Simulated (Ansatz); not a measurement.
# SnO2 (Cassiterite): how G0W0 depends on its starting point

How much of the starting functional survives in the G0W0 gap of SnO2 (Cassiterite)?

Calculated with Ansatz 0.2.0; G0W0 on several functionals, plane waves, PAW.

In doubt: masses and optical values from hybrid runs of this build are listed as unsure (step 4), which bears on the screening that GW takes from such a start.

## Step 1: Set-up

Symmetry: P4_2/mnm, No. 136, tetragonal system. Conventional cell: a = 4.738 Å, b = 4.738 Å, c = 3.187 Å, α = 90.00°, β = 90.00°, γ = 90.00°. Nearest to Sn lie 6 O at 2.05 to 2.06 Å. Nearest to O lie 3 Sn at 2.05 to 2.06 Å. Farther neighbours and most contacts between anions are not listed.

The cell and positions come from the Crystallography Open Database and are kept as given unless a step says otherwise. The default PAW set here is soft_2. Its files were made with PBE.

## Step 2: G0W0 on LDA

Now the one-shot GW correction: screening in the RPA, then the self-energy of the levels asked for.

This step: G0W0 on LDA, plane waves, PAW.

Input file input.yaml:

```yaml
crystal:
  lattice:
    - [4.738, 0.0, 0.0]
    - [0.0, 4.738, 0.0]
    - [0.0, 0.0, 3.1865]
  atoms:
    - { symbol: Sn, position: [0.0, 0.0, 0.0] }
    - { symbol: Sn, position: [0.5, 0.5, 0.5] }
    - { symbol: O, position: [0.3071, 0.3071, 0.0] }
    - { symbol: O, position: [0.1929, 0.8071, 0.5] }
    - { symbol: O, position: [0.6929, 0.6929, 0.0] }
    - { symbol: O, position: [0.8071, 0.1929, 0.5] }
kpoints:
  mp_grid: { grid: [4, 4, 6] }
hamiltonian:
  xc: lda
scf:
  occupations: { method: fixed }
gw:
  n_empty_bands: 566
  ecut_chi: 230.0
  qp_bands: [v2, c2]
  qp_kpoints: band_edges
  screening: { model: contour_deformation }
```

Run with:

```
$ ansatz run input.yaml --threads 3 --pin off --max-ram 64512MiB --backend cuda --events-out ev --progress --plain --runs-dir out --devices 1 --max-vram 24GiB  # rebuilt from the run's record
```

Numbers of over 12 decimals in the logs are rounded to 6 here.

What it wrote:

```text
GPUs: using 1 of 1 available (devices: 1).
Engine: ansatz 0.2.0, x86_64-unknown-linux-gnu
Pseudopotentials: kind: paw
Pseudopotential: Sn, paw, valence charge 14, recommended cutoff 420 eV (normal), Sn.paw.azcp
Pseudopotential: O, paw, valence charge 6, recommended cutoff 420 eV (normal), O.paw.azcp
Functional definition: SPW92
  exchange = slater_x
  correlation = pw_c
device memory: the entry about to start is reckoned to put 0.9 GiB on a device that reports 66.7 GiB free (of which the cap on the GPU budget leaves the run 24.0 GiB)
GPU FFT provider: cuFFT
GPU libraries: cuBLAS 13.8.2, cuFFT 12.4.0, cuSOLVER 12.3.4
Crystal: 6 atoms, lattice volume = 71.533 Å³
Basis set: ecut = 420 eV, 1411 PW (Γ)
Bands: 32, of which v1, the nominal top of the filled ones, is band 26 counted from 1 (25 counted from 0)
Symmetry: 16 space group operations
Space group: P42/mnm (ITA 136), of the structure as read, at distance tolerance 4.2e-5 Å
k-points: 24 of 96
Non-local potential: Sn, projectors of the file, l = 0: 2, l = 1: 2, l = 2: 2, l = 3: 2
Non-local potential: O, projectors of the file, l = 0: 2, l = 1: 2, l = 2: 1
PAW form: soft (Blöchl's): semilocal exchange-correlation on the pseudo side does not see the compensation charge
PAW frozen core: Sn, regenerated for the run's functional, and the local potential with it (the file was generated under x = pbe(κ = 0.804, μ = 0.219515), c = pbe(β = 0.066725))
PAW frozen core: O, regenerated for the run's functional, and the local potential with it (the file was generated under x = pbe(κ = 0.804, μ = 0.219515), c = pbe(β = 0.066725))
PAW one-centre angular grid: Sn, 590 points (default); XC on 64 Gauss nodes
PAW one-centre angular grid: O, 110 points (default); XC on 64 Gauss nodes
Initial density: superposition of atomic densities (neutral atoms: chi_scale 0, normalization atom), corrected by the library's trained network
Initial wavefunctions: pseudopotential atomic-orbital guess
GPU buffer pool allocated for 24576 grid points (all kernels)
GPU transforms: local potential and band sums: pruned to the plane-wave sphere, on 32×32×24
Functional: x = slater, c = lda
SCF iter   1: F=—  HF=-13980.421607 eV  |F-HF|=—  |Δ(HF+E_count)|=         —  Δρ=1.89e-2  dr2=2.12e-1  ethr=1.77e-3  ⟨swp⟩=4.0  Hψ=2974  notcnv=0  defer=94
preconditioner: auto → Resta (q_TF=auto, 2.587 Å⁻¹)  ε∞=3.7  [insulator: Δε(μ)=0.964 eV  Ē_g=19.407 eV  n_scr=18 (ndim 8)  ℏωp=31.7 eV  f_vac=0.027  ε∞_Penn≈3.7]
SCF iter   2: F=—  HF=-13980.360364 eV  |F-HF|=—  |Δ(HF+E_count)|=   6.12e-2  Δρ=4.89e-3  dr2=6.77e-3  ethr=4.07e-4  ⟨swp⟩=2.2  Hψ=1243  notcnv=0  defer=96
SCF iter   3: F=—  HF=-13980.358114 eV  |F-HF|=—  |Δ(HF+E_count)|=   2.25e-3  Δρ=2.14e-3  dr2=1.68e-3  ethr=1.30e-5  ⟨swp⟩=2.0  Hψ=1380  notcnv=0  defer=96
SCF iter   4: F=—  HF=-13980.357562 eV  |F-HF|=—  |Δ(HF+E_count)|=   5.52e-4  Δρ=3.68e-4  dr2=7.48e-5  ethr=3.22e-6  ⟨swp⟩=3.0  Hψ=1241  notcnv=0  defer=79
SCF iter   5: F=—  HF=-13980.357555 eV  |F-HF|=—  |Δ(HF+E_count)|=   6.31e-6  Δρ=7.79e-5  dr2=3.25e-6  ethr=1.44e-7  ⟨swp⟩=2.4  Hψ=1012  notcnv=0  defer=48
SCF iter   6: F=-13980.357556 eV  HF=-13980.357556 eV  |F-HF|=4.15e-8  |Δ(HF+E_count)|=   6.84e-7  Δρ=1.28e-5  dr2=8.43e-8  ethr=1.92e-10  ⟨swp⟩=8.3  Hψ=3514  notcnv=0
SCF 1 converged in 6 iterations: F = -13980.357556 eV  dr2 = 8.43e-8
  greatest PAW one-centre occupation: 0.998 electrons in one spin orbital (limit 2), on the Sn atom at site 1 (counted from 0), in its partial waves of l = 2
device memory: the entry about to start is reckoned to put 1.0 GiB (of the 1.0 GiB reckoned in all, the device holds 0.1 GiB already) on a device that reports 66.5 GiB free (of which the cap on the GPU budget leaves the run 23.9 GiB)
NSCF: frozen V_eff on 24 k-points, pencils in batches of 32, up to order 128
the band table was solved once the SCF had ended and its energy, with any forces and stress, was formed, with the checks that follow a solve (3104 applications of the Hamiltonian). They found nothing against the state; the energy, forces and stress were not computed again (output.eigenvalues in the input reference)
device memory: the entry about to start is reckoned to put 4.5 GiB on a device that reports 66.6 GiB free (of which the cap on the GPU budget leaves the run 24.0 GiB)
NSCF: frozen V_eff on 24 k-points
G₀W₀ screening: q 1/24
[... further progress lines ...]
SCF converged after 6 iterations
Free energy (F): -13980.357556 eV
Harris-Foulkes:  -13980.357556 eV  (|F-HF|=4.15e-8)
Internal energy: -13980.357556 eV  (E = F + TS)
E sigma→0 (E₀):  -13980.357556 eV
Fermi energy:    9.160136 eV
--- Per-component energies (eV) ---
  E_band       = -131.416323
  E_kinetic    = 1081.118838
  E_local      = -2867.979030  (includes V_loc(G=0)·N_el)
  E_nonlocal   = 150.979333
  E_hartree    = 1481.723357
  E_xc         = -1041.950956
  E_vxc        = -564.363223  (∫ρ·V_xc dr)
  E_paw        = -8602.644990  (= ΣΔE_a)
  E_vpaw       = -894.646409  (= ΣTr[D̂ρ^β])
  E_aug_tail   = 0.010187  (compensation charges beyond the density's cutoff)
  E_ewald      = -4182.851779
  E_core_change = 1.237482  (= ΣΔE_core)
  E_smearing   = -0.000000  (= −TS)
  E_closure    = 0.000000  (closes the sum)
  Σ components = -13980.357556   (vs F -13980.357556, Δ=0.00e0)
--- Band table (eV; the first three rows and the last of 24) ---
  k-point 0: bands = [... 22 lower, 7.9026, 8.3624, 8.3624, 9.1601, 10.2937, 15.0669, 15.2711, 15.2711, ... 2 higher]
  k-point 1: bands = [... 22 lower, 6.9620, 8.3850, 8.3850, 8.9235, 11.7933, 15.5788, 16.3621, 16.3621, ... 2 higher]
  k-point 2: bands = [... 22 lower, 6.6884, 8.1502, 8.1502, 8.2877, 13.8185, 15.8896, 17.7308, 18.3356, ... 2 higher]
  k-point 23: bands = [... 22 lower, 8.1647, 8.1647, 8.3145, 8.3145, 13.8710, 13.8710, 17.7629, 17.7629, ... 2 higher]
--- G₀W₀: contour deformation, 7 samples at zero and on the imaginary axis and 2 off it, 96 q-points, 566 empty bands' worth ---
  eigenvalues of the whole cell's RPA ε∞ on this k-mesh (on a slab, of 1 + 4πα/V) = 4.5128, 4.5128, 4.7047; static W/v taken at q = 0 is 0.218532
  gw.qp_kpoints: band_edges: 11 of 24 stored k-points solved, in 1 pass; an edge of the gap read off the rows below is read off those points alone
    valence top: of the k-points left out ik 14 came nearest to being solved in a further pass, in band 26 (counted from 1, as in the quasiparticle table): it holds the edge there only if its correction is more favourable than any solved in that band by at least 0.605 eV; those differ by 0.208 eV
    conduction bottom: of the k-points left out ik 16 came nearest to being solved in a further pass, in band 27 (counted from 1, as in the quasiparticle table): it holds the edge there only if its correction is more favourable than any solved in that band by at least 3.332 eV; those differ by 0.558 eV
  `?` marks the rows in doubt; gw_qp.tsv's column doubts and the gw_qp event give each row's grounds
    ik  band        ε_KS         Σx   Σc(E_QP)       V_xc       Z   E_QP_lin       E_QP  E_QP is
     0    25      8.3624   -26.3485     4.5984   -20.8774  0.7449     7.4735     7.4897  root
     0    26      9.1601   -27.0921     4.9205   -21.2256  0.7459     8.1950     8.2140  root
     0    27     10.2937   -14.7482    -3.6635   -19.1707  0.8175    11.0588    11.0527  root
     0    28     15.0669   -12.2323    -5.0131   -18.4020  0.7998    16.2506    16.2235  root
     1    25      8.3850   -26.5363     4.6000   -21.0523  0.7455     7.4843     7.5010  root
     1    26      8.9235   -26.7659     4.9572   -20.8422  0.7447     7.9361     7.9570  root
     1    27     11.7933   -15.8812    -3.5853   -20.3273  0.8015    12.6632    12.6540  root
     1    28     15.5788   -13.2431    -5.2085   -19.7133  0.7856    16.8714    16.8405  root
     3    25      7.8811   -26.1871     5.1144   -20.0474  0.7376     6.8269     6.8558  root
     3    26      7.8811   -26.1871     5.1144   -20.0474  0.7376     6.8269     6.8558  root
     3    27     15.1765   -14.8434    -5.0912   -21.2513  0.7810    16.5242    16.4932  root
     3    28     15.1765   -14.8434    -5.0912   -21.2513  0.7810    16.5242    16.4932  root
     4    25      8.4017   -26.4389     4.6228   -20.9327  0.7451     7.5016     7.5184  root
     4    26      8.8636   -26.5885     4.8649   -20.7699  0.7455     7.8896     7.9097  root
     4    27     11.5927   -15.8899    -3.4333   -20.1287  0.8031    12.4059    12.3982  root
     4    28     14.6508   -13.1408    -4.7557   -18.9985  0.7956    15.7837    15.7528  root
     5    25      8.3546   -26.4934     4.6467   -20.9476  0.7450     7.4379     7.4555  root
     5    26      8.7849   -26.6630     4.9034   -20.8006  0.7445     7.8053     7.8259  root
     5    27     12.5182   -15.6940    -3.8510   -20.4879  0.7980    13.4741    13.4612  root
     5    28     15.2331   -14.0035    -5.0266   -20.2561  0.7829    16.4880    16.4591  root
     8    25      8.5066   -26.4602     4.7072   -20.8342  0.7453     7.5692     7.5878  root
     8    26      8.5066   -26.4602     4.7072   -20.8342  0.7453     7.5692     7.5878  root
     8    27     13.4426   -15.0654    -4.1955   -20.2777  0.7936    14.4795    14.4594  root
     8    28     13.4426   -15.0654    -4.1955   -20.2777  0.7936    14.4795    14.4594  root
[...]
13    27     13.0137   -15.4993    -4.0782   -20.5823  0.7959    14.0352    14.0185  root
    13    28     14.8865   -14.1109    -4.9257   -20.2403  0.7862    16.1167    16.0901  root
    17    25      8.4452   -26.5859     4.7822   -20.8629  0.7443     7.4844     7.5044  root
    17    26      8.4452   -26.5859     4.7822   -20.8629  0.7443     7.4844     7.5044  root
    17    27     14.0457   -14.9441    -4.5747   -20.6404  0.7905    15.2000    15.1673  root
    17    28     14.0457   -14.9441    -4.5747   -20.6404  0.7905    15.2000    15.1673  root
    23    25      8.3145   -26.5325     5.1199   -20.4081  0.7397     7.2849     7.3100  root
    23    26      8.3145   -26.5325     5.1199   -20.4081  0.7397     7.2849     7.3100  root
    23    27     13.8710   -13.4775    -4.6382   -19.2498  0.8060    15.0337    15.0050  root ?
    23    28     13.8710   -13.4775    -4.6382   -19.2498  0.8060    15.0337    15.0050  root ?
```

Run time: 32 s. Hardware: 1 × NVIDIA H100 80GB HBM3 (shared by 3 runs) with 3 threads of AMD EPYC 7R13 (Zen 3), shared host; peak memory 2.8 GiB; 57 s of CPU time.

Numbers from this step:

| Property | Result |
| --- | --- |
| bands summed | 592 |
| RPA ε∞ on this mesh (eigenvalues) | 4.513, 4.513, 4.705 |
| plane waves in the screening matrix | 563 |
| q-points in the mesh | 96 |
| G0W0 gap on the mesh | 2.839 eV |
| k of the valence top | 0, 0, 0 |
| k of the conduction bottom | 0, 0, 0 |
| starting gap on the mesh | 1.134 eV |
| Z at the valence top | 0.7459 |
| Z at the conduction bottom | 0.8175 |
| least direct G0W0 gap on the computed points | 2.839 eV |

The gap on the mesh goes from 1.13 eV to 2.84 eV, a correction of +1.71 eV. Between the two edge states, bare exchange in place of the xc potential would open the gap by 10.29 eV, and correlation takes back 8.58 eV.

## Step 3: G0W0 on PBE

One-shot GW remembers its start. Another functional's orbitals and levels show by how much.

This step: G0W0 on PBE, plane waves, PAW.

input.yaml, as its differences from that of step 2:

```diff
@@ -15,3 +15,3 @@
 hamiltonian:
-  xc: lda
+  xc: pbe
 scf:
```

What it wrote:

```text
GPUs: using 1 of 1 available (devices: 1).
[...]
GPU FFT provider: cuFFT
GPU libraries: cuBLAS 13.8.2, cuFFT 12.4.0, cuSOLVER 12.3.4
Crystal: 6 atoms, lattice volume = 71.533 Å³
Basis set: ecut = 420 eV, 1411 PW (Γ)
Bands: 32, of which v1, the nominal top of the filled ones, is band 26 counted from 1 (25 counted from 0)
[... 1 set-up line as in the run before ...]
[...]
k-points: 24 of 96
[...]
GPU buffer pool allocated for 24576 grid points (all kernels)
[...]
SCF iter   1: F=—  HF=-14317.836139 eV  |F-HF|=—  |Δ(HF+E_count)|=         —  Δρ=1.08e-3  dr2=2.70e-4  ethr=1.77e-3  ⟨swp⟩=4.0  Hψ=2975  notcnv=0  defer=96
[...]
SCF iter   6: F=-14317.838248 eV  HF=-14317.838248 eV  |F-HF|=6.88e-10  |Δ(HF+E_count)|=   8.33e-8  Δρ=2.72e-6  dr2=2.99e-9  ethr=9.30e-11  ⟨swp⟩=7.4  Hψ=3794  notcnv=0
SCF 1 converged in 6 iterations: F = -14317.838248 eV  dr2 = 2.99e-9
[...]
NSCF: frozen V_eff on 24 k-points, pencils in batches of 32, up to order 128
[...]
NSCF: frozen V_eff on 24 k-points
G₀W₀ screening: q 1/24
[... further progress lines ...]
SCF converged after 6 iterations
Free energy (F): -14317.838248 eV
[...]
Internal energy: -14317.838248 eV  (E = F + TS)
E sigma→0 (E₀):  -14317.838248 eV
Fermi energy:    9.527099 eV
[...]
--- Band table (eV; the first three rows and the last of 24) ---
  k-point 0: bands = [... 22 lower, 8.3047, 8.7532, 8.7532, 9.5271, 10.8088, 15.6950, 15.8966, 15.8966, ... 2 higher]
  k-point 1: bands = [... 22 lower, 7.3870, 8.7740, 8.7740, 9.2974, 12.3010, 16.1970, 16.9814, 16.9814, ... 2 higher]
  k-point 2: bands = [... 22 lower, 7.1214, 8.5390, 8.5390, 8.6798, 14.3615, 16.4989, 18.4076, 18.9674, ... 2 higher]
  k-point 23: bands = [... 22 lower, 8.5580, 8.5580, 8.6927, 8.6927, 14.4669, 14.4669, 18.4242, 18.4242, ... 2 higher]
[...]
0    25      8.7532   -26.4471     4.6484   -20.7682  0.7485     7.7006     7.7226  root
     0    26      9.5271   -27.1843     4.9615   -21.1431  0.7493     8.4234     8.4474  root
     0    27     10.8088   -14.4723    -3.6251   -18.5806  0.8215    11.2939    11.2920  root
     0    28     15.6950   -12.1407    -4.8940   -17.8369  0.8028    16.5078    16.4972  root
     1    25      8.7740   -26.6274     4.6474   -20.9397  0.7491     7.7112     7.7336  root
     1    26      9.2974   -26.8705     5.0007   -20.7605  0.7481     8.1613     8.1881  root
     1    27     12.3010   -15.6572    -3.5337   -19.8160  0.8058    12.9300    12.9262  root
     1    28     16.1970   -13.1362    -5.0853   -19.1653  0.7893    17.1575    17.1408  root
[...]
23    25      8.6927   -26.6276     5.1637   -20.3055  0.7432     7.5015     7.5342  root
    23    26      8.6927   -26.6276     5.1637   -20.3055  0.7432     7.5015     7.5342  root
    23    27     14.4669   -13.3304    -4.5376   -18.6870  0.8097    15.2944    15.2858  root
    23    28     14.4669   -13.3304    -4.5376   -18.6870  0.8097    15.2944    15.2858  root
```

It took 32 s on 1 × NVIDIA H100 80GB HBM3 (shared by 3 runs) with 3 threads; peak memory 2.8 GiB.

Numbers from this step:

```
bands summed                                 : 592
RPA ε∞ on this mesh (eigenvalues)            : 4.309, 4.309, 4.533
plane waves in the screening matrix          : 563
q-points in the mesh                         : 96
G0W0 gap on the mesh                         : 2.845 eV
k of the valence top                         : 0, 0, 0
k of the conduction bottom                   : 0, 0, 0
starting gap on the mesh                     : 1.282 eV
Z at the valence top                         : 0.7493
Z at the conduction bottom                   : 0.8215
least direct G0W0 gap on the computed points : 2.845 eV
```

Against the run with 4×4×6 mesh, 566 empty bands, screening to 230 eV on LDA, the gap moves by +0.006 eV, while the start moved by +0.15 eV.

## Step 4: G0W0 on HSE06

This step: G0W0 on HSE06, plane waves, PAW.

input.yaml, as its differences from that of step 3:

```diff
@@ -15,3 +15,3 @@
 hamiltonian:
-  xc: pbe
+  xc: hse06
 scf:
```

What it wrote:

```text
GPUs: using 1 of 1 available (devices: 1).
[...]
davidson cushion auto → on  (no smearing: the cushion is to keep the highest requested band from converging to the state above it; pin scf.eigensolver.cushion to override)
[...]
GPU FFT provider: cuFFT
GPU libraries: cuBLAS 13.8.2, cuFFT 12.4.0, cuSOLVER 12.3.4
Crystal: 6 atoms, lattice volume = 71.533 Å³
Basis set: ecut = 420 eV, 1411 PW (Γ)
[...]
1    27     12.7236   -14.6795    -3.6470   -18.8369  0.8409    13.2351    13.2339  root
     1    28     16.9809   -12.3505    -4.7327   -17.6462  0.8296    17.5463    17.5438  root
[...]
23    25      7.2755   -26.6330     4.5091   -21.7395  0.7846     6.8896     6.8911  root
    23    26      7.2755   -26.6330     4.5091   -21.7395  0.7846     6.8896     6.8911  root
    23    27     15.0963   -12.6586    -4.3693   -17.5708  0.8436    15.6409    15.6393  root
    23    28     15.0963   -12.6586    -4.3693   -17.5708  0.8436    15.6409    15.6393  root
[key lines of the parts left out:]
Free energy (F): -14325.536183 eV
Fermi energy:    8.182690 eV
```

The job ended after 97 s (1 × NVIDIA H100 80GB HBM3 (shared by 3 runs) with 3 threads; peak memory 3.1 GiB; 2.2 min of CPU time).

This step gave:

- bands summed: 592
- RPA ε∞ on this mesh (eigenvalues): 3.315, 3.315, 3.620
- plane waves in the screening matrix: 563
- G0W0 gap on the mesh: 3.756 eV
- k of the valence top: 0, 0, 0
- k of the conduction bottom: 0, 0, 0
- starting gap on the mesh: 3.040 eV
- least direct G0W0 gap on the computed points: 3.756 eV

Against the run with 4×4×6 mesh, 566 empty bands, screening to 230 eV on PBE, the gap moves by +0.91 eV, while the start moved by +1.76 eV.

## Step 5: Side by side

All on the 4×4×6 mesh with 566 empty bands and screening to 230 eV. Times are wall times on 1 × NVIDIA H100 80GB HBM3 (shared by 3 runs) with 3 threads of AMD EPYC 7R13 (Zen 3), shared host, good to a factor of about two.

| start | starting gap (eV) | shift (eV) | G0W0 gap (eV) | RPA ε∞ (harmonic mean) | Z (valence, conduction) | time |
| --- | --- | --- | --- | --- | --- | --- |
| LDA | 1.13 | +1.71 | 2.84 | 4.57 | 0.75, 0.82 | 32 s |
| PBE | 1.28 | +1.56 | 2.84 | 4.38 | 0.75, 0.82 | 32 s |
| HSE06 | 3.04 | +0.72 | 3.76 | 3.41 | 0.79, 0.85 | 97 s |

How the two edges are built up, in eV (the quasiparticle level is the starting level plus Σx plus Σc less Vxc):

| run | edge | start | Σx | Σc | Vxc | Z | QP |
| --- | --- | --- | --- | --- | --- | --- | --- |
| LDA | valence top | 9.16 | -27.09 | 4.92 | -21.23 | 0.75 | 8.21 |
| LDA | conduction bottom | 10.29 | -14.75 | -3.66 | -19.17 | 0.82 | 11.05 |
| PBE | valence top | 9.53 | -27.18 | 4.96 | -21.14 | 0.75 | 8.45 |
| PBE | conduction bottom | 10.81 | -14.47 | -3.63 | -18.58 | 0.82 | 11.29 |
| HSE06 | valence top | 8.18 | -27.19 | 4.37 | -22.49 | 0.79 | 7.85 |
| HSE06 | conduction bottom | 11.22 | -13.65 | -3.70 | -17.74 | 0.85 | 11.61 |

For a hybrid start, Vxc holds its share of exact exchange.

## Step 6: What came out

```
G0W0@LDA     : 2.84 eV (start 1.13 eV)
G0W0@PBE     : 2.84 eV (start 1.28 eV)
G0W0@HSE06   : 3.76 eV (start 3.04 eV)
known limits : not at the basis limit; no spin-orbit coupling
```

**Reading.** The starting gaps span 1.91 eV and the G0W0 gaps 0.92 eV. Between LDA and HSE06, 0.92 eV of the 1.91 eV survives, 48 %. HSE06 screens less than LDA (ε∞ 3.41 against 4.57). Of the 0.92 eV by which its G0W0 gap is higher, the correlation part gives +0.51 eV, and exchange with the one-particle terms, which follow the orbitals, +0.41 eV. The smallest correction, +0.72 eV, is on HSE06, the start nearest to reproducing itself. Bands and cutoff are finite, so the gap is not at the basis limit. The miss can reach some tenths of an eV and take either sign; the mesh is an error of its own. The many-body steps are scalar-relativistic: spin-orbit coupling is not in them.

[Paths, hosts, dates, memory and timing lines, banners, echoed tables and standing remarks are left out of the program output.]

[Logs are printed without paths, hosts, clocks, repeated set-up lines and the standing remarks that a program may print on its own settings, such as how far it seeks lower states.]

[Runs of the session that timed out or met a known fault of the program may be left out.]

[Cells called generated may have been cut or substituted from an entry of the Crystallography Open Database or the Materials Project.]

[Hosts, paths, dates, database ids (printed as entryN), source tags and the programs' standing remarks are cut or masked in the printed files.]
